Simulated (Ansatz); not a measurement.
# RbYbF3 (Pm-3m): phonons and vibrational spectra, part 3 of 3

Task: relax RbYbF3 (Pm-3m), then find its harmonic phonons.

Ansatz 0.2.0; DFT PBEsol+U, scalar-relativistic, plane waves, PAW.

So far. Step 3 (Tight relaxation): The forces vanish by symmetry and the pressure is 0.002 GPa, within the tolerances set. The cell now holds 18.74 Å³/atom. Step 4 (Modes at Γ): Before it was imposed, the acoustic sum rule was missed by 9.5e-4 eV/Å² and the charge sum rule by 6.3e-4 e. Small misses are needed for a sound result but don't prove that mesh and cutoff are converged. The lowest optical mode is imaginary, 21.1i cm⁻¹, so the energy falls along it. The relaxed cell has a = 4.542 Å (conventional setting).

## 5. The dispersion

Stability and thermal properties need the whole zone. Linear response on a 4×4×4 q mesh gives force constants as far as a supercell of that size would, and the tensors from the zone-centre run are typed in so that the long-range dipole term is interpolated apart.

Contents of input.yaml:

```yaml
crystal:
  lattice:
    - [4.5416503417, 0.0, 0.0]
    - [0.0, 4.5416503417, 0.0]
    - [0.0, 0.0, 4.5416503417]
  atoms:
    - { symbol: Rb, position: [0.0, 0.0, 0.0] }
    - { symbol: Yb, position: [0.5, 0.5, 0.5] }
    - { symbol: F, position: [0.0, 0.5, 0.5] }
    - { symbol: F, position: [0.5, 0.0, 0.5] }
    - { symbol: F, position: [0.5, 0.5, 0.0] }
kpoints:
  mp_grid: { grid: [8, 8, 8] }
hamiltonian:
  xc: pbesol
  hubbard: { sites: [{ species: Yb, l: f, u_eff: 6.0 }] }
scf:
  occupations: { method: fixed }
  convergence: { dr2_threshold: 1.0e-10 }
output:
  eigenvalues: true
phonons:
  method: dfpt
  qmesh: [4, 4, 4]
  temperatures: { t_max: 1000, t_step: 50 }
  qpath:
    path:
      - [[0.0, 0.0, 0.0], [0.0, 0.5, 0.0], [0.5, 0.5, 0.0], [0.0, 0.0, 0.0], [0.5, 0.5, 0.5], [0.0, 0.5, 0.0]]
      - [[0.5, 0.5, 0.5], [0.5, 0.5, 0.0]]
    npoints: 10
  non_analytic_term:
    high_frequency_dielectric_tensor: [[2.3275, 0.0, 0.0], [0.0, 2.3275, 0.0], [0.0, 0.0, 2.3275]]
    born_effective_charges:
      - { species: Rb, tensor: [[1.2475, 0.0, 0.0], [0.0, 1.2475, 0.0], [0.0, 0.0, 1.2475]] }
      - { species: Yb, tensor: [[2.4086, 0.0, 0.0], [0.0, 2.4086, 0.0], [0.0, 0.0, 2.4086]] }
      - { species: F, tensor: [[-1.8694, 0.0, 0.0], [0.0, -0.8934, 0.0], [0.0, 0.0, -0.8934]] }
      - { species: F, tensor: [[-0.8934, 0.0, 0.0], [0.0, -1.8694, 0.0], [0.0, 0.0, -0.8934]] }
      - { species: F, tensor: [[-0.8934, 0.0, 0.0], [0.0, -0.8934, 0.0], [0.0, 0.0, -1.8694]] }
    source: "zone-centre run at this cell"
```

Run with:

```bash
$ ansatz run input.yaml --threads 8 --pin off --max-ram 14336MiB --backend cpu --events-out ev --progress --plain --runs-dir out
```

Numbers of over 12 decimals in the logs are rounded to 6 here.

Log:

```text
[...]
Crystal: 5 atoms, lattice volume = 93.679 Å³
Basis set: ecut = 420 eV, 1839 PW (Γ), exchange–correlation on 64×64×64 points (8 copies of the dense FFT grid, shifted against one another)
Bands: 33, of which v1, the nominal top of the filled ones, is band 27 counted from 1 (26 counted from 0)
Symmetry: 48 space group operations
k-points: 35 of 512
[...]
SCF iter   1: F=—  HF=-19305.386544 eV  |F-HF|=—  |Δ(HF+E_count)|=         —  Δρ=9.74e-2  dr2=8.20e0  ethr=3.10e-3  ⟨swp⟩=5.7  Hψ=4609  notcnv=0  defer=106
[...]
SCF iter  13: F=-19302.674283 eV  HF=-19302.674283 eV  |F-HF|=5.82e-11  |Δ(HF+E_count)|=  2.33e-10  Δρ=1.69e-7  dr2=2.71e-11  ethr=1.00e-12  ⟨swp⟩=16.9  Hψ=9922  notcnv=0
SCF 1 converged in 13 iterations: F = -19302.674283 eV  dr2 = 2.71e-11
[...]
SCF converged after 13 iterations
Free energy (F): -19302.674283 eV
[...]
Internal energy: -19302.674283 eV  (E = F + TS)
E sigma→0 (E₀):  -19302.674283 eV
Fermi energy:    7.989222 eV
[...]
--- Band table (eV; the first three rows and the last of 35) ---
  k-point 0: bands = [... 23 lower, 7.8272, 7.9892, 7.9892, 7.9892, 9.0323, 11.8364, 11.8364, 12.3379, ... 2 higher]
  k-point 1: bands = [... 23 lower, 7.8266, 7.9609, 7.9821, 7.9821, 9.2611, 11.9525, 11.9693, 12.4156, ... 2 higher]
  k-point 2: bands = [... 23 lower, 7.8253, 7.9080, 7.9688, 7.9688, 9.8641, 12.2412, 12.2549, 12.6335, ... 2 higher]
  k-point 34: bands = [... 23 lower, 7.7228, 7.7820, 7.7820, 7.7820, 12.5727, 12.5727, 12.5727, 13.9373, ... 2 higher]
Occupation matrices written to <dir>
[...]
ASR residual: 9.550e-4 → 0.000e0 eV/Å²; symmetrization residual: 5.990e-8 eV/Å²
  ASR residual per site (eV/Å²): 2.91e-5 7.29e-4 9.55e-4 9.55e-4 9.55e-4
[...]
--- Phonons (arbitrary-q DFPT): 10 irreducible q on the 4×4×4 mesh ---
  q = [0.0000, 0.0000, 0.0000] (star 1, of the zone-centre solve; hermiticity 1.42e-8, symmetrization 4.26e-12): -21.11 -21.11 -21.11 0.00 0.00 0.00 33.16 33.16 33.16 104.79 104.79 104.79 361.69 361.69 361.69
  q = [0.0000, 0.0000, 0.2500] (star 6, 9 solved perturbations in 880 linear systems a pass and spin channel, the states on 120 of 512 k-point pairs; hermiticity 2.02e-8, symmetrization 1.79e-12): 3.63 3.63 17.36 17.36 48.23 61.90 61.90 63.50 91.13 102.52 102.52 179.45 361.11 361.11 434.42
[...]
sum rule: each row above includes the acoustic sum rule's correction from the zone centre's row sums; it moved no ω² by more than (3.70 cm⁻¹)²
  mesh force constants: q→R imaginary residual 8.18e-19; ASR residual 9.550e-4 → 0.000e0 eV/Å²; symmetrization residual 1.243e-14 eV/Å²
  interpolated dispersion: 63 rows × 15 modes
  density of states and harmonic sums: on the 16×16×16 q-mesh, interpolated from the force constants of a 4×4×4 supercell (with the dipole–dipole term of supplied tensors)
  largest difference from the sums on the solved wave vectors: F 1.63e-3 eV, S 7.95e-6 and C_V 4.02e-6 eV/K
  zero-point energy: 0.129335 eV/cell   skipped modes (ω ≤ 0): 364, of them read as no rigid motion or as one in doubt: 361 (2.203e0 modes/cell left out, lowest -81.10 cm⁻¹)   left out of the sums: 1.47e-1 of the cell's modes: C_V's classical limit lies that fraction below 3 k_B per atom; for a crystal, a wire or a layer, F and S can be off by more, and a phonons.interpolated_qmesh denser along its periods is the remedy for the sampling
```

Wall time 8.4 min (8 threads of Intel Xeon Platinum 8488C (Sapphire Rapids), shared host); peak memory 5.9 GiB; 56 min of CPU time.

Numbers from this step:

```yaml
sum_rule_residual_before_enforcement: 9.55e-4 eV/Å²
lowest_frequency_on_the_path: -81.10 cm⁻¹
highest_frequency_on_the_path_or_at_a_solved_wavevector: 478.3 cm⁻¹
lowest_mode_on_the_q_mesh_acoustic_modes_at_gamma_apart: -81.1 cm⁻¹
```

Frequencies (cm⁻¹) solved at each irreducible wavevector; negative means imaginary. Frequencies by wavevector, by row:

```
q in reciprocal lattice units  star  mode 1  mode 2  mode 3  mode 4  mode 13  mode 14  mode 15
                        0 0 0     1   -21.1   -21.1   -21.1       0    361.7    361.7    361.7
                     0 0 0.25     6     3.6     3.6    17.4    17.4    361.1    361.1    434.4
                     0 0 -0.5     3    19.2    19.2    22.6    22.6    360.5    360.5    443.4
                  0 0.25 0.25    12   -43.6   -21.6    20.9    40.9    360.5    376.6    444.1
                  0 0.25 -0.5    12   -55.6    -5.7    22.8    28.8    359.9    380.9    453.7
                  0 -0.5 -0.5     3   -79.3   -29.2   -29.2    33.9    359.2      391    464.3
               0.25 0.25 0.25     8   -51.8   -32.2   -32.2      30    376.3    376.3    453.1
               0.25 0.25 -0.5    12   -62.2   -45.9   -33.1    25.3      376    383.2    462.2
               0.25 -0.5 -0.5     6   -80.2   -55.2   -55.2    32.1    378.6    390.8    471.1
               -0.5 -0.5 -0.5     1   -81.1   -81.1   -81.1    28.1    390.7    390.7    478.3
```

Interpolated from a 4×4×4 q mesh, with the LO-TO term (at Γ the limit along the path; where Γ stands inside the path, tables give the limit on arrival). Phonon branches along the path, in cm⁻¹:

```
    point  branch 1  branch 2  branch 3  branch 4  branch 12  branch 13  branch 14  branch 15
        Γ       -21       -21         0         0        169        362        362        424
  halfway         4         4        17        17        180        361        361        434
        X        19        19        23        23        192        360        360        443
  halfway       -56        -6        23        29        191        360        381        454
        M       -79       -29       -29        34        191        359        391        464
  halfway       -44       -22        21        41        184        360        377        444
        Γ       -21       -21         0         0        169        362        362        424
  halfway       -52       -32       -32        30        183        376        376        453
        R       -81       -81       -81        28        173        391        391        478
  halfway       -62       -46       -33        25        186        376        383        462
        X        19        19        23        23        192        360        360        443
jump to R       -81       -81       -81        28        173        391        391        478
  halfway       -80       -55       -55        32        182        379        391        471
        M       -79       -29       -29        34        191        359        391        464
```

The phonon density of states has structure finer than the step of the table below, so its rows give means over 20 cm⁻¹, whole bins alone (the curve runs from -82.5 to 478 cm⁻¹). Peaks (cm⁻¹: height): -27.5: 0.0481, 27.5: 0.151, 47.5: 0.0719, 77.5: 0.0750, 107.5: 0.0730, 187.5: 0.0886, 362.5: 0.116.

Tetrahedra on a 16×16×16 mesh, mean over bins of 5 cm-1. Interpolated from a 4×4×4 q mesh. Phonon density of states against wavenumber; means over each step:

wavenumber (cm⁻¹), phonon density of states (1/cm⁻¹/cell) and a bar:
```
      -60      0.025 ##########
      -40      0.028 ############
      -20      0.037 ################
        0      0.017 #######
       20      0.064 ###########################
       40      0.072 ##############################
       60      0.048 ####################
       80      0.057 ########################
      100      0.059 #########################
      120      0.064 ###########################
      140      0.044 ###################
      160      0.022 #########
      180      0.040 #################
      200      0.010 ####
      220      0.000 
      240      0.000 
      260      0.000 
      280      0.000 
      300      0.000 
      320      0.000 
      340      0.000 
      360      0.045 ###################
      380      0.050 #####################
      400      0.005 ##
      420      0.002 #
      440      0.018 ########
      460      0.026 ###########
```

The partial phonon density of states has structure finer than the step of the table below, so its rows give means over 20 cm⁻¹, whole bins alone (the curve runs from -90.4 to 502 cm⁻¹). Peaks (cm⁻¹: height): F -49.4: 0.0271, -27.1: 0.0260, 28.8: 0.0285, 110.8: 0.0357, 185.3: 0.0532, 364.2: 0.0696, 457.4: 0.0283; Rb -23.3: 0.0264, 28.8: 0.0777; Yb 81.0: 0.0272, 129.4: 0.0348, 189.1: 0.00949.

Phonopy on the run's constants, 13x13x13 mesh, Gaussian sigma 4.2 cm-1. Interpolated from a 4×4×4 q mesh. Partial phonon density of states against wavenumber; means over each step; values in 1/cm⁻¹/cell:

```
wavenumber (cm⁻¹)        F       Rb       Yb
              -80   0.0139   3.0e-5   1.2e-5
              -60   0.0241   5.8e-4   6.7e-5
              -40   0.0206  0.00644   1.6e-4
              -20   0.0174   0.0205   3.1e-4
                0  0.00509  0.00796   4.0e-4
               20   0.0167   0.0424  0.00642
               40   0.0243   0.0364   0.0106
               60   0.0200   0.0147   0.0143
               80   0.0271  0.00599   0.0226
              100   0.0306  0.00362   0.0254
              120   0.0277  0.00414   0.0319
              140   0.0201  0.00394   0.0206
              160   0.0150  0.00208  0.00517
              180   0.0327  0.00102  0.00510
              200  0.00959   1.9e-4  0.00203
              220        0        0        0
              240        0        0        0
              260        0        0        0
              280        0        0        0
              300        0        0        0
              320        0        0        0
              340   2.3e-4        0   1.5e-5
              360   0.0417        0  0.00245
              380   0.0477        0  0.00125
              400  0.00666        0   4.2e-5
              420  0.00176   1.1e-5   1.2e-4
              440   0.0175   6.8e-5   5.4e-4
              460   0.0251   3.5e-5   3.4e-4
              480  0.00445   5.7e-7   3.0e-5
```

Symmetry leaves 10 wavevectors to solve. The lowest mode among them, the acoustic zeros apart, lies at q = (-0.5, -0.5, -0.5) and is imaginary, 81.1i cm⁻¹, so the energy falls along it.

## 6. Summary of results

| Property | Result |
| --- | --- |
| space group after relaxation (within 0.01 Å) | Pm-3m |
| volume per atom | 18.7 Å³ |
| gap on the k-mesh | 1.04 eV |
| highest optical mode at the zone centre (no LO-TO term) | 362 cm⁻¹ |
| top of the zone-centre spectrum with the field | 424 cm⁻¹ |
| lowest optical zone-centre mode | -21.1 cm⁻¹ |
| mean high-frequency dielectric constant | 2.33 |
| largest Born charge (third of the trace) | 2.41 e |
| lowest mode on the q mesh (acoustic modes at Γ apart) | -81.1 cm⁻¹ |
| highest frequency on the path or at a solved wavevector | 478 cm⁻¹ |
| imaginary modes on the 4×4×4 q mesh | yes |

In words: Modes are clearly imaginary (beyond 10i cm⁻¹) at 8 of the 10 irreducible wavevectors, most at q = (-0.5, -0.5, -0.5) (81.1i cm⁻¹), so this structure is not a minimum of the energy. Without the field, the optical modes at Γ span -21 to 362 cm⁻¹ (negative means imaginary). The highest mode in this list at Γ, 361.7 cm⁻¹, is mostly motion of F (94 % of the kinetic energy). With the macroscopic field of the longitudinal modes the top of the zone-centre spectrum lies at 424 cm⁻¹, against 362 cm⁻¹ without it. Among the real modes, the strongest infrared line is at 362 cm⁻¹. Spin-orbit coupling is left out, which can matter for the heavy elements here. These are harmonic frequencies at zero temperature: anharmonic shifts, linewidths and thermal expansion are left out.

[Logs are printed without paths, hosts, clocks, repeated set-up lines and the standing remarks that a program may print on its own settings, such as how far it seeks lower states.]

[Hosts, paths, dates, database ids (printed as entryN), source tags and the programs' standing remarks are cut or masked in the printed files.]
